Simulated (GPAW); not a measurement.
Consider TiSi2 (Zhiqinite, Fddd).

```
Ti Si
1.0
     0.00000    4.11800    4.26150
     2.38650    0.00000    4.26150
     2.38650    4.11800    0.00000
Ti Si
2 4
Direct
  0.50000 0.50000 0.50000
  0.75000 0.75000 0.75000
  0.83300 0.16700 0.83300
  0.16700 0.83300 0.16700
  0.41700 0.08300 0.41700
  0.08300 0.41700 0.08300
```

Absorber: atom 3, with 2 Ti at 2.54 Å, 2 Si at 2.54 Å, 1 Ti at 2.74 Å, 3 Si at 2.75 Å, 2 Ti at 2.75 Å and 4 Si at 3.19 Å (14-fold, site symmetry 2). Method: GPAW, LDA, excited-electron core hole (neutral cell), 18-atom cell with 5.9 Å between holes, 6×6×6 k points, dipole transitions, Gaussian full width 0.9 eV up to 4 eV, rising linearly to 3.5 eV at 25 eV.

The database entry behind the starting cell is an old determination (1939), so it need not match the best structure at ambient conditions.

**Question.** What does the Si K edge look like?

Main maxima up to 24 eV above the zero (height): 2.3 eV (1.54), 3.9 eV (1.89), 5.8 eV (1.83), 10.0 eV (0.88) and 14.9 eV (0.85). A K edge sees empty p states on the absorber. The total-energy difference is 1843.08 eV. One term is added: -14.86 eV, since the hole is spin-paired here and a spin-polarised one costs that much less in the free atom (computed apart). The photon energy is then 1828.22 eV. The tabulated edge of the element is 1839 eV. The functional leaves an error in such absolute values: in the free atom LDA prices this hole 7.8 eV below PBE (computed apart), and PBE is itself good to a few eV.

The Si K spectrum (energy from the lowest empty level; intensity scaled to a mean of 1 over the first 20 eV; polarised curves are means over the symmetry-equivalent atoms):

```
E (eV)  isotropic  ε ∥ x  ε ∥ y  ε ∥ z
  -2.0       0.00   0.00   0.00   0.00
  -1.0       0.00   0.00   0.00   0.00
   0.0       0.21   0.18   0.24   0.21
   1.0       0.68   0.54   0.66   0.83
   2.0       1.44   1.28   1.74   1.30
   3.0       1.29   1.40   1.42   1.05
   4.0       1.87   2.07   1.96   1.59
   5.0       1.69   1.68   1.89   1.50
   6.0       1.81   2.35   1.68   1.39
   7.0       1.18   1.27   0.97   1.29
   8.0       0.80   0.73   0.71   0.97
   9.0       0.83   0.72   0.84   0.93
  10.0       0.88   0.78   0.87   1.01
  11.0       0.83   0.74   0.78   0.96
  12.0       0.74   0.72   0.71   0.80
  13.0       0.76   0.76   0.67   0.84
  14.0       0.83   0.84   0.71   0.93
  15.0       0.85   0.90   0.76   0.89
  16.0       0.81   0.88   0.75   0.81
  17.0       0.75   0.77   0.72   0.76
  18.0       0.71   0.66   0.73   0.74
  19.0       0.71   0.61   0.74   0.76
  20.0       0.71   0.62   0.73   0.78
  21.0       0.71   0.65   0.71   0.78
  22.0       0.71   0.67   0.71   0.74
  23.0       0.70   0.68   0.71   0.71
  24.0       0.70   0.68   0.74   0.68
  25.0       0.72   0.70   0.79   0.67
  26.0       0.76   0.74   0.84   0.69
  27.0       0.80   0.78   0.87   0.74
  28.0       0.84   0.84   0.89   0.79
  29.0       0.86   0.88   0.87   0.82
  30.0       0.87   0.92   0.84   0.84
  31.0       0.88   0.94   0.85   0.84
```

The holes are only 5.9 Å apart, so the shape is probably not converged with cell size; no larger cell was run here. The structure is a published determination, not relaxed.

[Banner, clock and machine lines of the logs are left out without a mark of their own.]

[Logs are printed without paths, hosts, clocks, repeated set-up lines and the standing remarks that a program may print on its own settings, such as how far it seeks lower states.]

[Hosts, paths, dates, database ids (printed as entryN), source tags and the programs' standing remarks are cut or masked in the printed files.]

[Lists of maxima count a maximum above −3 eV only where it reaches 4 % of the highest in the window and stands out from its surroundings by 2 % of it (1.5 % where it reaches 55 %); shoulders and weaker maxima are passed over, and of the rest the first, up to two pre-edge ones and the few strongest are named.]
